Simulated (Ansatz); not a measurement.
## BaPbO3 (model cell, started as cubic perovskite with Pb in the octahedra): a soft mode frozen in

Which phase does BaPbO3 (model cell, started as cubic perovskite with Pb in the octahedra) fall into along its unstable mode, and how much energy does it gain?

Calculated with Ansatz 0.2.0; DFT PBEsol, scalar-relativistic, plane waves, PAW; PAW set soft_1.

This is a report of a sequence of runs, with most program output left out.

The structure was built from a prototype and need not be the compound's stable phase.

## Step 1: Set-up

The structure is cubic, space group Pm-3m (No. 221). Conventional cell: a = 4.281 Å, b = 4.281 Å, c = 4.281 Å, α = 90.00°, β = 90.00°, γ = 90.00°. Ba has 12 O at 3.03 Å nearest. Pb has 6 O at 2.14 Å nearest. Nearest to O lie 2 Pb at 2.14 Å and 4 Ba at 3.03 Å. Farther neighbours and most contacts between anions are not listed.

## Step 2: Response at finite wavevector

The cell comes from relaxations at this level that are not shown. Stability and thermal properties need the whole zone. Linear response on a 4×4×4 q mesh gives force constants as far as a supercell of that size would.

File input.yaml:

```yaml
crystal:
  lattice:
    - [4.2810551391, 0.0, 0.0]
    - [0.0, 4.2810551391, 0.0]
    - [0.0, 0.0, 4.2810551391]
  atoms:
    - { symbol: Ba, position: [0.0, 0.0, 0.0] }
    - { symbol: Pb, position: [0.5, 0.5, 0.5] }
    - { symbol: O, position: [0.5, 0.5, 0.0] }
    - { symbol: O, position: [0.5, 0.0, 0.5] }
    - { symbol: O, position: [0.0, 0.5, 0.5] }
kpoints:
  mp_grid: { grid: [8, 8, 8] }
hamiltonian:
  xc: pbesol
  pseudopotentials: { kind: paw, azcp: { folder: soft_1 }, xc_functional: pbe }
scf:
  occupations: { method: methfessel_paxton, width: 0.2 }
output:
  eigenvalues: true
phonons:
  method: dfpt
  qmesh: [4, 4, 4]
  temperatures: { t_max: 1000, t_step: 50 }
  qpath:
    path:
      - [[0.0, 0.0, 0.0], [0.0, 0.5, 0.0], [0.5, 0.5, 0.0], [0.0, 0.0, 0.0], [0.5, 0.5, 0.5], [0.0, 0.5, 0.0]]
      - [[0.5, 0.5, 0.5], [0.5, 0.5, 0.0]]
    npoints: 10
```

Command:

```
ansatz run input.yaml --threads 4 --pin off --max-ram 16384MiB --backend cpu --events-out ev --progress --plain --runs-dir out
```

Run time: 13 min. Hardware: 4 threads of Arm Neoverse V1, shared host; peak memory 2.7 GiB.

Numbers from this step:

| Item | Value |
| --- | --- |
| volume per atom | 15.69 Å³ |
| gap on the k-mesh | 0 eV |
| sum-rule residual before enforcement | 4.66e-5 eV/Å² |
| lowest frequency on the path | -163.4 cm⁻¹ |
| point group | m-3m |
| highest frequency on the path or at a solved wavevector | 659.7 cm⁻¹ |
| highest optical mode at the zone centre (no LO-TO term) | 564.3 cm⁻¹ |
| lowest optical zone-centre mode | 44.04 cm⁻¹ |
| lowest mode on the q mesh (acoustic modes at Γ apart) | -163.4 cm⁻¹ |

Frequencies (cm⁻¹) solved at each irreducible wavevector; negative means imaginary. Frequencies by wavevector, by row:

```csv
q in reciprocal lattice units,star,mode 1,mode 2,mode 3,mode 4,mode 13,mode 14,mode 15
0 0 0,1,0,0,0,44,564.3,564.3,564.3
0 0 0.25,6,40.2,40.2,59.9,59.9,568.2,568.2,579
0 0 -0.5,3,52.5,52.5,72.5,72.5,572,572,591.3
0 0.25 0.25,12,-80,35.9,51.6,76.1,501.4,572.1,626.7
0 0.25 -0.5,12,-108.5,51.8,57.9,64.5,468.1,576,635.8
0 -0.5 -0.5,3,-150.2,27.5,27.5,60.7,310.4,579.8,642.3
0.25 0.25 0.25,8,-99.3,-62.3,-62.3,56.7,503.8,503.8,646.5
0.25 0.25 -0.5,12,-125,-93.5,-68.7,61.3,451.5,507,652.7
0.25 -0.5 -0.5,6,-157.7,-113.9,-113.9,63.8,316.1,493.3,656.5
-0.5 -0.5 -0.5,1,-163.4,-163.4,-163.4,65.6,319.8,319.8,658.3
```

Interpolated from a 4×4×4 q mesh. Phonon branches along the path, in cm⁻¹:

```
    point  branch 1  branch 2  branch 3  branch 4  branch 12  branch 13  branch 14  branch 15
        Γ         0         0         0        44        131        564        564        564
  halfway        40        40        60        60        223        568        568        579
        X        52        52        72        72        282        572        572        591
  halfway      -108        52        58        64        286        468        576        636
        M      -150        28        28        61        293        310        580        642
  halfway       -80        36        52        76        265        501        572        627
        Γ         0         0         0        44        131        564        564        564
  halfway       -99       -62       -62        57        271        504        504        646
        R      -163      -163      -163        66        241        320        320        658
  halfway      -125       -94       -69        61        275        452        507        653
        X        52        52        72        72        282        572        572        591
jump to R      -163      -163      -163        66        241        320        320        658
  halfway      -158      -114      -114        64        268        316        493        656
        M      -150        28        28        61        293        310        580        642
```

Symmetry leaves 10 wavevectors to solve. The lowest mode among them, the acoustic zeros apart, lies at q = (-0.5, -0.5, -0.5) and is imaginary, 163.4i cm⁻¹, so the energy falls along it.

## Step 3: The mode frozen in, largest atomic shift 0 Å

The mode followed lies at q = (-0.5, -0.5, -0.5) with frequency 163.4i cm⁻¹ and is 3-fold degenerate, the softest among the wavevectors solved. At small amplitude the distorted cell has space group no. 74 by a symmetry search on the positions. The undistorted cell that holds it gives the zero of energy on the same k mesh.

System of this step: BaPbO3 (model cell, started as cubic perovskite with Pb in the octahedra). Symmetry: Pm-3m, No. 221, cubic system. The conventional cell has a = 4.281 Å, b = 4.281 Å, c = 4.281 Å, α = 90.00°, β = 90.00°, γ = 90.00°. Nearest to Ba lie 12 O at 3.03 Å. Pb has 6 O at 2.14 Å nearest. Nearest to O lie 2 Pb at 2.14 Å and 4 Ba at 3.03 Å. Farther neighbours and most contacts between anions are not listed.

input.yaml, the sections that differ from step 2:

```yaml
crystal:
  lattice:
    - [4.2810551391, 4.2810551391, 0.0]
    - [4.2810551391, 0.0, 4.2810551391]
    - [4.2810551391, 0.0, -4.2810551391]
  atoms:
    - { symbol: Ba, position: [0.0, 0.0, 1.0] }
    - { symbol: Ba, position: [0.0, 0.5, 0.5] }
    - { symbol: Pb, position: [0.5, 0.25, 0.75] }
    - { symbol: Pb, position: [0.5, 0.75, 0.25] }
    - { symbol: O, position: [0.5, 0.5, 0.5] }
    - { symbol: O, position: [0.5, 0.0, 0.0] }
    - { symbol: O, position: [0.0, 0.0, 0.5] }
    - { symbol: O, position: [0.0, 0.5, 0.0] }
    - { symbol: O, position: [0.5, 0.0, 0.5] }
    - { symbol: O, position: [0.5, 0.5, 0.0] }
output:
  forces: true
  stress: true
  eigenvalues: true
# kpoints, hamiltonian, scf: as in step 2
# phonons: removed
```

Run time: 5.3 s. Hardware: 4 threads; peak memory 0.64 GiB; 20 s of CPU time.

Numbers from this step:

- pressure: 0.03652 GPa
- energy from the undistorted cell: 0 meV/atom

The run ends at a pressure of 0.04 GPa.

## Step 4: The mode frozen in, largest atomic shift 0.45 Å

The atoms are moved along the unstable eigenvector, the largest shift by 0.45 Å, with the cell fixed.

input.yaml, the sections that differ from step 3:

```yaml
crystal:
  lattice:
    - [4.2810551391, 4.2810551391, 0.0]
    - [4.2810551391, 0.0, 4.2810551391]
    - [4.2810551391, 0.0, -4.2810551391]
  atoms:
    - { symbol: Ba, position: [0.0, 0.0, 1.0] }
    - { symbol: Ba, position: [0.0, 0.5, 0.5] }
    - { symbol: Pb, position: [0.5, 0.25, 0.75] }
    - { symbol: Pb, position: [0.5, 0.75, 0.25] }
    - { symbol: O, position: [0.5743270155, 0.4256729845, 0.4256729845] }
    - { symbol: O, position: [0.4256729845, 0.0743270155, 0.0743270155] }
    - { symbol: O, position: [0.0, -0.0371635077, 0.5371635077] }
    - { symbol: O, position: [0.0, 0.5371635077, -0.0371635077] }
    - { symbol: O, position: [0.5, -0.0371635077, 0.5371635077] }
    - { symbol: O, position: [0.5, 0.5371635077, -0.0371635077] }
# kpoints, hamiltonian, scf, output: as in step 3
```

It took 17 s on 4 threads; peak memory 0.89 GiB; 65 s of CPU time.

This step gave:

| Item | Value |
| --- | --- |
| pressure | -0.1146 GPa |
| gap on the k-mesh | 0.2148 eV |
| energy from the undistorted cell | -27.57 meV/atom |

The energy, extrapolated to zero smearing, is -27.57 meV/atom against the undistorted cell.

The run ends at a pressure of -0.11 GPa, with forces up to 0.31 eV/Å.

## Step 5: Energy along the mode, all amplitudes (two of the runs are shown above)

An imaginary frequency means negative curvature, so the energy should fall and then rise again as anharmonic terms take over.

Numbers from this step:

- depth at the lowest point sampled: 27.57 meV/atom
- largest atomic shift at that point: 0.45 Å

Energy from the parent against largest atomic shift:

| largest atomic shift (Å) | energy from the parent (meV/atom) |
| --- | --- |
| 0.000 | 0 |
| 0.040 | -0.468 |
| 0.080 | -1.85 |
| 0.140 | -5.44 |
| 0.220 | -12.3 |
| 0.320 | -21.4 |
| 0.450 | -27.6 |
| 0.600 | -11.9 |

Displacement at unit largest shift by atom:

```
atom   x (Å)   y (Å)   z (Å)   size
 Ba1   0.000   0.000   0.000  0.000
 Ba2   0.000   0.000   0.000  0.000
 Pb3   0.000   0.000   0.000  0.000
 Pb4   0.000   0.000   0.000  0.000
  O5  -0.707   0.707   0.000  1.000
  O6   0.707  -0.707   0.000  1.000
  O7   0.000   0.000  -0.707  0.707
  O8   0.000   0.000   0.707  0.707
  O9   0.000   0.000  -0.707  0.707
 O10   0.000   0.000   0.707  0.707
```

The lowest of the steps tried is at 0.45 Å, 27.6 meV/atom below the parent; the bottom of the well need not coincide with a step.

## Step 6: Relaxation from the frozen mode

Starting from the lowest point found, all atoms and the cell are let go, so that strain and other modes of the same symmetry can join in.

Changes to input.yaml since step 4:

```diff
@@ -27 +27,6 @@
   eigenvalues: true
+relax:
+  adjacent_minimum: "off"
+  f_tol: 0.002
+  max_steps: 120
+  cell: { stress_tol: 0.03 }
```

The job ended after 2.3 min (4 threads; peak memory 0.95 GiB; 9 min of CPU time).

Step by step:

```csv
step,energy less that of the first step (eV),largest force component (eV/Å),pressure (GPa),volume (Å³)
1,0.0000,0.2176,-0.11,156.92
2,0.0107,0.3851,1.09,155.55
3,-0.0327,0.1004,-0.21,156.86
4,-0.0391,0.0521,-0.14,156.87
5,-0.0412,0.0124,0.24,156.34
6,-0.0409,0.0091,-0.01,156.67
7,-0.0410,0.0005,0.00,156.67
8*,-0.0409,0.0008,0.00,156.67
9,-0.0409,0.0001,0.00,156.66
10*,-0.0409,0.0000,0.00,156.66
```

Relaxation steps marked * repeat the geometry before them on a plane-wave basis chosen anew for their cell, so energy and pressure can jump there. Relaxation step 2 was tried and not accepted.

The run keeps the 8 symmetry operations that it works with, so distortions that break them were not tested.

| conventional cell, symmetrised | before | after | change |
| --- | --- | --- | --- |
| a (Å) | 6.054 | 6.018 | -0.6 % |
| b (Å) | 8.562 | 8.515 | -0.5 % |
| c (Å) | 6.054 | 6.114 | +1.0 % |
| volume (Å³/atom) | 15.69 | 15.67 | -0.2 % |

The atoms that moved most (Å, as changes of fractional coordinates times the final cell):

```
atom      dx      dy      dz  length
 O10   0.000   0.000   0.048   0.048
  O8   0.000   0.000   0.048   0.048
  O9   0.000   0.000  -0.048   0.048
  O7   0.000   0.000  -0.048   0.048
 Ba2   0.030  -0.030   0.000   0.042
 Ba1  -0.030   0.030   0.000   0.042
```

Numbers from this step:

| Quantity | Value |
| --- | --- |
| pressure | 3.77e-4 GPa |
| volume per atom | 15.67 Å³ |
| gap on the k-mesh | 0.2693 eV |

The distorted start has space group Imma; the relaxation ends in Imma.

## Step 7: The new phase in its own primitive cell

The relaxed structure is symmetrised, reduced to its primitive cell and relaxed tightly, as its phonons need.

File input.yaml:

```yaml
crystal:
  lattice:
    - [-3.0088594273, 4.2577298447, 3.0571429116]
    - [3.0088594273, -4.2577298447, 3.0571429116]
    - [3.0088594273, 4.2577298447, -3.0571429116]
  atoms:
    - { symbol: Ba, position: [0.74316225, 0.99316225, 0.75] }
    - { symbol: Ba, position: [0.25683775, 0.00683775, 0.25] }
    - { symbol: Pb, position: [0.0, 0.5, 0.5] }
    - { symbol: Pb, position: [0.5, 0.5, 0.0] }
    - { symbol: O, position: [0.1759013225, 0.4259013225, 0.75] }
    - { symbol: O, position: [0.8240986775, 0.5740986775, 0.25] }
    - { symbol: O, position: [0.7072170255, 0.5, 0.7072170255] }
    - { symbol: O, position: [0.2927829745, 0.5, 0.2927829745] }
    - { symbol: O, position: [0.7072170255, 0.0, 0.2072170255] }
    - { symbol: O, position: [0.2927829745, 0.0, 0.7927829745] }
kpoints:
  mp_grid: { grid: [8, 8, 8] }
hamiltonian:
  xc: pbesol
  pseudopotentials: { kind: paw, azcp: { folder: soft_1 }, xc_functional: pbe }
scf:
  occupations: { method: fixed }
output:
  forces: true
  stress: true
  eigenvalues: true
relax:
  adjacent_minimum: "off"
  f_tol: 0.001
  max_steps: 60
  cell: { stress_tol: 0.01 }
```

Run time: 60 s. Hardware: 4 threads; peak memory 0.93 GiB.

Little changed from the start: no atom moved by 0.005 Å and no cell edge by 0.1 %.

This step gave:

- pressure: -9.04e-4 GPa
- gap on the k-mesh: 0.2686 eV
- direct gap on mesh: 0.2854 eV

The largest force component left is 0.72 meV/Å and the pressure is -0.001 GPa, within the tolerances set. The cell now holds 15.67 Å³/atom.

## Step 8: Modes of the new phase, occupations fixed

A relaxed structure may still be a saddle point, so its zone-centre modes are computed. The response to a homogeneous field gives the Born charges and the dielectric tensor.

File input.yaml:

```yaml
crystal:
  lattice:
    - [-3.0110904201, 4.2570881177, 3.0560787278]
    - [3.0110904201, -4.2570881177, 3.0560787278]
    - [3.0110904201, 4.2570881177, -3.0560787278]
  atoms:
    - { symbol: Ba, position: [0.7430314373, 0.9930314373, 0.75] }
    - { symbol: Ba, position: [0.2569685627, 0.0069685627, 0.25] }
    - { symbol: Pb, position: [0.0, 0.5, 0.5] }
    - { symbol: Pb, position: [0.5, 0.5, 0.0] }
    - { symbol: O, position: [0.175933517, 0.425933517, 0.75] }
    - { symbol: O, position: [0.824066483, 0.574066483, 0.25] }
    - { symbol: O, position: [0.7072424046, 0.5, 0.7072424046] }
    - { symbol: O, position: [0.2927575954, 0.5, 0.2927575954] }
    - { symbol: O, position: [0.7072424046, 0.0, 0.2072424046] }
    - { symbol: O, position: [0.2927575954, 0.0, 0.7927575954] }
kpoints:
  mp_grid: { grid: [8, 8, 8] }
hamiltonian:
  xc: pbesol
  pseudopotentials: { kind: paw, azcp: { folder: soft_1 }, xc_functional: pbe }
scf:
  occupations: { method: fixed }
output:
  eigenvalues: true
phonons:
  method: dfpt
  dielectric: true
  rigid_motions: translations
```

Wall time 27 min (4 threads); peak memory 8.5 GiB.

Numbers from this step:

| Quantity | Value |
| --- | --- |
| sum-rule residual before enforcement | 2.30e-4 eV/Å² |
| miss of the charge sum rule | 0.03239 e |
| estimated error of the dielectric tensor | 0.05365 |
| estimated error of the Born charges | 0.03527 e |
| point group | mmm |
| highest optical mode at the zone centre (no LO-TO term) | 591.1 cm⁻¹ |
| lowest optical zone-centre mode | 63 cm⁻¹ |
| mean high-frequency dielectric constant | 7.953 |
| largest Born charge (third of the trace) | 4.723 e |
| mean static dielectric constant | 30.29 |
| top of the zone-centre spectrum with the field | 591.1 cm⁻¹ |

Patterns of degenerate modes are one choice out of their space. The modes at Γ (shares of kinetic energy by element, %):

```csv
mode,frequency (cm⁻¹),symmetry,Ba %,Pb %,O %
1,0.0,acoustic,35,53,12
2,0.0,acoustic,35,53,12
3,0.0,acoustic,35,53,12
4,63.0,B2g,40,0,60
5,76.0,B3u,37,7,56
6,77.4,B1g,0,0,100
7,103.0,B3g,100,0,0
8,105.5,B2u,63,34,3
9,114.5,Ag,98,0,2
10,114.8,B2g,59,0,41
11,115.6,B1u,61,38,1
12,126.8,B3u,27,31,42
13,159.9,B2u,2,71,28
14,164.3,Au,0,68,32
15,165.3,B1u,2,90,8
16,170.8,B3u,1,5,94
17,198.4,Au,0,32,68
18,202.2,B1u,1,10,89
19,204.7,Ag,2,0,98
20,207.6,B2u,0,39,61
21,258.6,B2g,1,0,99
22,271.4,B1u,1,6,93
23,272.2,B3g,0,0,100
24,312.8,Ag,0,0,100
25,333.7,B1g,0,0,100
26,346.4,B3g,0,0,100
27,495.3,B3u,0,4,96
28,506.6,B2u,0,4,96
29,521.8,B1u,0,3,97
30,591.1,B3g,0,0,100
```

Displacements in mode 4 (63.0 cm⁻¹), the largest set to 1:
```
Ba1 -0.32  0.00  0.00
Ba2  0.32  0.00  0.00
Pb3  0.00  0.00  0.00
Pb4  0.00  0.00  0.00
O5  -1.00  0.00  0.00
O6   1.00  0.00  0.00
O7   0.00  0.40  0.00
O8   0.00 -0.40  0.00
O9   0.00 -0.40  0.00
O10  0.00  0.40  0.00
```

Displacements in mode 24 (312.8 cm⁻¹), the largest set to 1:
```
Ba1  0.00  0.00  0.00
Ba2  0.00  0.00  0.00
Pb3  0.00  0.00  0.00
Pb4  0.00  0.00  0.00
O5   0.00  0.00 -1.00
O6   0.00  0.00  1.00
O7   0.00  0.46  0.00
O8   0.00 -0.46  0.00
O9   0.00  0.46  0.00
O10  0.00 -0.46  0.00
```

(Part 1 of 2 ends here.)

[Logs are printed without paths, hosts, clocks, repeated set-up lines and the standing remarks that a program may print on its own settings, such as how far it seeks lower states.]

[Hosts, paths, dates, database ids (printed as entryN), source tags and the programs' standing remarks are cut or masked in the printed files.]
